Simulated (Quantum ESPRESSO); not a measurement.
# Al (Fm-3m): a volume series of phonon spectra, part 2 of 7

Which modes of Al drive its thermal expansion?

Measurements to reproduce:
- volume expansion coefficient 69 1e-6/K and heat capacity C_P per formula unit 24.2 J/mol/K near room temperature (given in “High-Throughput Prediction of Finite-Temperature Properties using the Quasi-Harmonic Approximation”, 2016, arXiv:1603.06924)

Quantum ESPRESSO 7.5; DFT PBEsol, scalar-relativistic, plane waves, GBRV ultrasoft pseudopotentials.

So far. Step 2 (A first coarse run): The start is under -2.0 GPa at this level and looks like a metal on this mesh.

**3. Finding the static equilibrium**

Phonons are second derivatives about a minimum, so cell and atoms are relaxed first, inside the symmetry of the start.

relax.in reads:

```
&CONTROL
  calculation   = 'vc-relax'
  prefix        = 'x'
  outdir        = './tmp'
  pseudo_dir    = './pseudo'
  tprnfor       = .true.
  tstress       = .true.
  forc_conv_thr = 2.0d-05
  etot_conv_thr = 1.0d-07
  nstep         = 40
/
&SYSTEM
  ibrav       = 0
  nat         = 1
  ntyp        = 1
  ecutwfc     = 30.0
  ecutrho     = 180.0
  occupations = 'smearing'
  smearing    = 'mv'
  degauss     = 0.02
/
&ELECTRONS
  conv_thr         = 1.0d-11
  mixing_beta      = 0.7
  electron_maxstep = 100
/
&IONS
/
&CELL
  press_conv_thr = 0.1
/
ATOMIC_SPECIES
 Al     26.9815  Al.upf
CELL_PARAMETERS angstrom
     0.000000000    2.024805000    2.024805000
     2.024805000    0.000000000    2.024805000
     2.024805000    2.024805000    0.000000000
ATOMIC_POSITIONS crystal
 Al     0.000000000   0.000000000   0.000000000
K_POINTS automatic
 16 16 16 0 0 0
```

Command:

```
> OMP_NUM_THREADS=1 mpirun -n 4 pw.x -nk 4 -in relax.in > relax.out
```

The program printed:

```text
[banner, memory and clock lines left out]
Program PWSCF v.7.5

     Message from routine setup:
     using ibrav=0 with symmetry is DISCOURAGED, use correct ibrav instead

     G-vector sticks info

     bravais-lattice index     =            0
     lattice parameter (alat)  =       5.4112  a.u.
     unit-cell volume          =     112.0408 (a.u.)^3
     number of atoms/cell      =            1
     number of atomic types    =            1
     number of electrons       =         3.00
     number of Kohn-Sham states=            6
     kinetic-energy cutoff     =      30.0000  Ry
     charge density cutoff     =     180.0000  Ry
     scf convergence threshold =      1.0E-11
     mixing beta               =       0.7000
     number of iterations used =            8  plain     mixing
     energy convergence thresh.=      1.0E-07
     force convergence thresh. =      2.0E-05
     press convergence thresh. =      1.0E-01
     Exchange-correlation= SLA  PW   PSX  PSC
                           (   1   4  10   8   0   0   0)
     nstep                     =           40

     celldm(1)=   5.411243  celldm(2)=   0.000000  celldm(3)=   0.000000
     celldm(4)=   0.000000  celldm(5)=   0.000000  celldm(6)=   0.000000

     crystal axes: (cart. coord. in units of alat)
               a(1) = (   0.000000   0.707107   0.707107 )
               a(2) = (   0.707107   0.000000   0.707107 )
               a(3) = (   0.707107   0.707107   0.000000 )

     reciprocal axes: (cart. coord. in units 2 pi/alat)
               b(1) = ( -0.707107  0.707107  0.707107 )
               b(2) = (  0.707107 -0.707107  0.707107 )
               b(3) = (  0.707107  0.707107 -0.707107 )

     PseudoPot. # 1 for Al read from file:
     ./pseudo/Al.upf
     Pseudo is Ultrasoft + core correction, Zval =  3.0
     Using radial grid of  893 points,  3 beta functions with:
                l(1) =   0
                l(2) =   1
                l(3) =   2
     Q(r) pseudized with  8 coefficients,  rinner =    0.900   0.900   0.900
                                                       0.900   0.900

     atomic species   valence    mass     pseudopotential
     Al                3.00    26.98150     Al( 1.00)

     48 Sym. Ops., with inversion, found

   Cartesian axes

     site n.     atom                  positions (alat units)
         1        Al     tau(   1) = (   0.0000000   0.0000000   0.0000000  )

     number of k points=   145  Marzari-Vanderbilt smearing, width (Ry)=  0.0200

     Number of k-points >= 100: set verbosity='high' to print them.

     Dense  grid:     4621 G-vectors     FFT dimensions: (  24,  24,  24)

     Smooth grid:     2445 G-vectors     FFT dimensions: (  20,  20,  20)

     Initial potential from superposition of free atoms

     starting charge       2.9976, renormalised to       3.0000
     Starting wfcs are    4 randomized atomic wfcs +    2 random wfcs

     per-process dynamical memory:     9.3 Mb

     Self-consistent Calculation

     iteration #  1     ecut=    30.00 Ry     beta= 0.70
     Davidson diagonalization with overlap
     ethr =  1.00E-02,  avg # of iterations =  5.4

     Threshold (ethr) on eigenvalues was too large:
     Diagonalizing with lowered threshold

     Davidson diagonalization with overlap
     ethr =  2.00E-04,  avg # of iterations =  2.1

     total energy              =      -6.66443644 Ry
     estimated scf accuracy    <       0.00598253 Ry

     iteration #  2     ecut=    30.00 Ry     beta= 0.70
     Davidson diagonalization with overlap
     ethr =  1.99E-04,  avg # of iterations =  1.0

     total energy              =      -6.66447013 Ry
     estimated scf accuracy    <       0.00033360 Ry

     iteration #  3     ecut=    30.00 Ry     beta= 0.70
     Davidson diagonalization with overlap
     ethr =  1.11E-05,  avg # of iterations =  2.3

     total energy              =      -6.66448422 Ry
     estimated scf accuracy    <       0.00000095 Ry

     iteration #  4     ecut=    30.00 Ry     beta= 0.70
     Davidson diagonalization with overlap
     ethr =  3.17E-08,  avg # of iterations =  2.4

     total energy              =      -6.66448467 Ry
     estimated scf accuracy    <          6.2E-09 Ry

     iteration #  5     ecut=    30.00 Ry     beta= 0.70
     Davidson diagonalization with overlap
     ethr =  2.08E-10,  avg # of iterations =  2.0

     total energy              =      -6.66448467 Ry
     estimated scf accuracy    <          4.5E-10 Ry

     iteration #  6     ecut=    30.00 Ry     beta= 0.70
     Davidson diagonalization with overlap
     ethr =  1.51E-11,  avg # of iterations =  1.1

     End of self-consistent calculation

     Number of k-points >= 100: set verbosity='high' to print the bands.

     the Fermi energy is     7.8159 ev

!    total energy              =      -6.66448467 Ry
     estimated scf accuracy    <          4.3E-12 Ry
     smearing contrib. (-TS)   =       0.00000274 Ry
     internal energy E=F+TS    =      -6.66448742 Ry

     The total energy is F=E-TS. E is the sum of the following terms:
     one-electron contribution =       2.96788652 Ry
     hartree contribution      =       0.00819791 Ry
     xc contribution           =      -4.24848694 Ry
     ewald contribution        =      -5.39208491 Ry

     convergence has been achieved in   6 iterations

     Forces acting on atoms (cartesian axes, Ry/au):

     atom    1 type  1   force =     0.00000000    0.00000000    0.00000000

     Total force =     0.000000     Total SCF correction =     0.000000

     Computing stress (Cartesian axis) and pressure

          total   stress  (Ry/bohr**3)                   (kbar)     P=      -20.85
  -0.00014175   0.00000000   0.00000000          -20.85        0.00        0.00
   0.00000000  -0.00014175   0.00000000            0.00      -20.85        0.00
   0.00000000   0.00000000  -0.00014175            0.00        0.00      -20.85

     BFGS Geometry Optimization
     Energy error            =      1.7E-04 Ry
     Gradient error          =      0.0E+00 Ry/Bohr
     Cell gradient error     =      2.1E+01 kbar

     number of scf cycles    =   1
     number of bfgs steps    =   0

     enthalpy           new  =      -6.6644846746 Ry

     new trust radius        =       0.0075020361 bohr
     new conv_thr            =            1.0E-11 Ry

     new unit-cell volume =    110.85389 a.u.^3 (    16.42685 Ang^3 )
     density =      2.72748 g/cm^3

CELL_PARAMETERS (angstrom)
   0.000000000   2.017629631   2.017629631
   2.017629631   0.000000000   2.017629631
   2.017629631   2.017629631   0.000000000

ATOMIC_POSITIONS (crystal)
[...]
hartree contribution      =       0.00840025 Ry
     xc contribution           =      -4.26353708 Ry
     ewald contribution        =      -5.44075637 Ry

     convergence has been achieved in   3 iterations

     Forces acting on atoms (cartesian axes, Ry/au):

     atom    1 type  1   force =     0.00000000    0.00000000    0.00000000

     Total force =     0.000000     Total SCF correction =     0.000000

     Computing stress (Cartesian axis) and pressure

          total   stress  (Ry/bohr**3)                   (kbar)     P=        0.01
   0.00000004   0.00000000   0.00000000            0.01        0.00        0.00
   0.00000000   0.00000004   0.00000000            0.00        0.01        0.00
   0.00000000   0.00000000   0.00000004            0.00        0.00        0.01

     Energy error            =      2.0E-08 Ry
     Gradient error          =      0.0E+00 Ry/Bohr
     Cell gradient error     =      6.3E-03 kbar

     bfgs converged in   4 scf cycles and   3 bfgs steps
     (criteria: energy <  1.0E-07 Ry, force <  2.0E-05 Ry/Bohr, cell <  1.0E-01 kbar)

     End of BFGS Geometry Optimization

     Final enthalpy           =      -6.6647011897 Ry

     File ./tmp/x.bfgs deleted, as requested
Begin final coordinates
     new unit-cell volume =    109.06076 a.u.^3 (    16.16114 Ang^3 )
     density =      2.77232 g/cm^3

CELL_PARAMETERS (angstrom)
   0.000000000   2.006691663   2.006691663
   2.006691663  -0.000000000   2.006691663
   2.006691663   2.006691663   0.000000000

ATOMIC_POSITIONS (crystal)
Al               0.0000000000        0.0000000000        0.0000000000
End final coordinates

     Writing config-only to output data dir ./tmp/x.save/ :
     XML data file

     Final scf calculation at the relaxed structure.
     The G-vectors are recalculated for the final unit cell
     Results may differ from those at the preceding step.

     G-vector sticks info

     bravais-lattice index     =            0
     lattice parameter (alat)  =       5.4112  a.u.
     unit-cell volume          =     109.0608 (a.u.)^3
     number of atoms/cell      =            1
     number of atomic types    =            1
     number of electrons       =         3.00
     number of Kohn-Sham states=            6
     kinetic-energy cutoff     =      30.0000  Ry
     charge density cutoff     =     180.0000  Ry
     scf convergence threshold =      1.0E-13
     mixing beta               =       0.7000
     number of iterations used =            8  plain     mixing
     press convergence thresh. =      1.0E-01
     Exchange-correlation= SLA  PW   PSX  PSC
                           (   1   4  10   8   0   0   0)

     celldm(1)=   5.411243  celldm(2)=   0.000000  celldm(3)=   0.000000
     celldm(4)=   0.000000  celldm(5)=   0.000000  celldm(6)=   0.000000

     crystal axes: (cart. coord. in units of alat)
               a(1) = (   0.000000   0.700781   0.700781 )
               a(2) = (   0.700781  -0.000000   0.700781 )
               a(3) = (   0.700781   0.700781   0.000000 )

     reciprocal axes: (cart. coord. in units 2 pi/alat)
               b(1) = ( -0.713489  0.713489  0.713489 )
               b(2) = (  0.713489 -0.713489  0.713489 )
               b(3) = (  0.713489  0.713489 -0.713489 )

     PseudoPot. # 1 for Al read from file:
     ./pseudo/Al.upf
     Pseudo is Ultrasoft + core correction, Zval =  3.0
     Using radial grid of  893 points,  3 beta functions with:
                l(1) =   0
                l(2) =   1
                l(3) =   2
     Q(r) pseudized with  8 coefficients,  rinner =    0.900   0.900   0.900
                                                       0.900   0.900

     atomic species   valence    mass     pseudopotential
     Al                3.00    26.98150     Al( 1.00)

     48 Sym. Ops., with inversion, found

   Cartesian axes

     site n.     atom                  positions (alat units)
         1        Al     tau(   1) = (   0.0000000   0.0000000   0.0000000  )

     number of k points=   145  Marzari-Vanderbilt smearing, width (Ry)=  0.0200

     Number of k-points >= 100: set verbosity='high' to print them.

     Dense  grid:     4477 G-vectors     FFT dimensions: (  24,  24,  24)

     Smooth grid:     2421 G-vectors     FFT dimensions: (  20,  20,  20)

     Initial potential from superposition of free atoms

     starting charge       2.9976, renormalised to       3.0000
     Starting wfcs are    4 randomized atomic wfcs +    2 random wfcs

     per-process dynamical memory:    10.4 Mb

     Self-consistent Calculation

     iteration #  1     ecut=    30.00 Ry     beta= 0.70
     Davidson diagonalization with overlap
     c_bands:  1 eigenvalues not converged
     c_bands:  1 eigenvalues not converged
     c_bands:  1 eigenvalues not converged
     c_bands:  1 eigenvalues not converged
     c_bands:  1 eigenvalues not converged
     c_bands:  1 eigenvalues not converged
     c_bands:  2 eigenvalues not converged
     c_bands:  1 eigenvalues not converged
     c_bands:  1 eigenvalues not converged
     c_bands:  1 eigenvalues not converged
     ethr =  1.00E-06,  avg # of iterations = 14.0

     total energy              =      -6.66466629 Ry
     estimated scf accuracy    <       0.00596372 Ry

     iteration #  2     ecut=    30.00 Ry     beta= 0.70
     Davidson diagonalization with overlap
     ethr =  1.99E-04,  avg # of iterations =  1.0

     total energy              =      -6.66468633 Ry
     estimated scf accuracy    <       0.00034111 Ry

     iteration #  3     ecut=    30.00 Ry     beta= 0.70
     Davidson diagonalization with overlap
     ethr =  1.14E-05,  avg # of iterations =  1.1

     total energy              =      -6.66470028 Ry
     estimated scf accuracy    <       0.00000097 Ry

     iteration #  4     ecut=    30.00 Ry     beta= 0.70
     Davidson diagonalization with overlap
     ethr =  3.23E-08,  avg # of iterations =  2.2

     total energy              =      -6.66470079 Ry
     estimated scf accuracy    <          9.9E-09 Ry

     iteration #  5     ecut=    30.00 Ry     beta= 0.70
     Davidson diagonalization with overlap
     ethr =  3.31E-10,  avg # of iterations =  1.9

     total energy              =      -6.66470079 Ry
     estimated scf accuracy    <          5.5E-10 Ry

     iteration #  6     ecut=    30.00 Ry     beta= 0.70
     Davidson diagonalization with overlap
     ethr =  1.84E-11,  avg # of iterations =  1.2

     total energy              =      -6.66470079 Ry
     estimated scf accuracy    <          1.2E-11 Ry

     iteration #  7     ecut=    30.00 Ry     beta= 0.70
     Davidson diagonalization with overlap
     ethr =  3.90E-13,  avg # of iterations =  1.6

     End of self-consistent calculation

     Number of k-points >= 100: set verbosity='high' to print the bands.

     the Fermi energy is     8.0976 ev

!    total energy              =      -6.66470079 Ry
     estimated scf accuracy    <          4.4E-14 Ry
     smearing contrib. (-TS)   =      -0.00000085 Ry
     internal energy E=F+TS    =      -6.66469995 Ry

     The total energy is F=E-TS. E is the sum of the following terms:
     one-electron contribution =       3.03119425 Ry
     hartree contribution      =       0.00840010 Ry
     xc contribution           =      -4.26353790 Ry
     ewald contribution        =      -5.44075639 Ry

     convergence has been achieved in   7 iterations

     Forces acting on atoms (cartesian axes, Ry/au):

     atom    1 type  1   force =     0.00000000    0.00000000    0.00000000

     Total force =     0.000000     Total SCF correction =     0.000000

     Computing stress (Cartesian axis) and pressure

          total   stress  (Ry/bohr**3)                   (kbar)     P=        0.01
   0.00000010   0.00000000   0.00000000            0.01        0.00        0.00
   0.00000000   0.00000010  -0.00000000            0.00        0.01       -0.00
  -0.00000000  -0.00000000   0.00000010           -0.00       -0.00        0.01

     XML data file, charge density, pseudopotentials, collected wavefunctions
```

It took 3 s on 4 MPI ranks of Intel Xeon 6975P-C (Granite Rapids), shared host; 11 s of CPU time.

Relaxation path:

```
step  energy less that of the first step (eV)  largest force (eV/Å)  volume (Å³)
   1                                   0.0000                0.0000        16.60
   2                                  -0.0019                0.0000        16.43
   3                                  -0.0029                0.0000        16.17
   4                                  -0.0029                0.0000        16.16
   5                                  -0.0029                0.0000        16.16
```

```
conventional cell, symmetrised  before  after  change
                         a (Å)   4.050  4.013  -0.9 %
                         b (Å)   4.050  4.013  -0.9 %
                         c (Å)   4.050  4.013  -0.9 %
              volume (Å³/atom)   16.60  16.16  -2.7 %
```

Final coordinates:

```cif
data_structure
_symmetry_space_group_name_H-M 'P 1'
_symmetry_Int_Tables_number 1
_cell_length_a 2.8379
_cell_length_b 2.8379
_cell_length_c 2.8379
_cell_angle_alpha 60.000
_cell_angle_beta 60.000
_cell_angle_gamma 60.000
_cell_volume 16.16
loop_
_atom_site_label
_atom_site_type_symbol
_atom_site_fract_x
_atom_site_fract_y
_atom_site_fract_z
_atom_site_occupancy
Al1 Al 0.00000 0.00000 0.00000 1
```

This step gave:

- volume per atom: 16.16 Å³
- pressure: 0.001 GPa

After the last step pw.x solved the final cell once more on a basis chosen for it, which moves the energy without moving the atoms.

[end of part 2 of 7]

[Logs are printed without paths, hosts, clocks, repeated set-up lines and the standing remarks that a program may print on its own settings, such as how far it seeks lower states.]

[Hosts, paths, dates, database ids (printed as entryN), source tags and the programs' standing remarks are cut or masked in the printed files.]

[A step with changed settings may run another functional than the one named; its input shows which.]

[Of the runs on displaced cells, only some may be shown.]
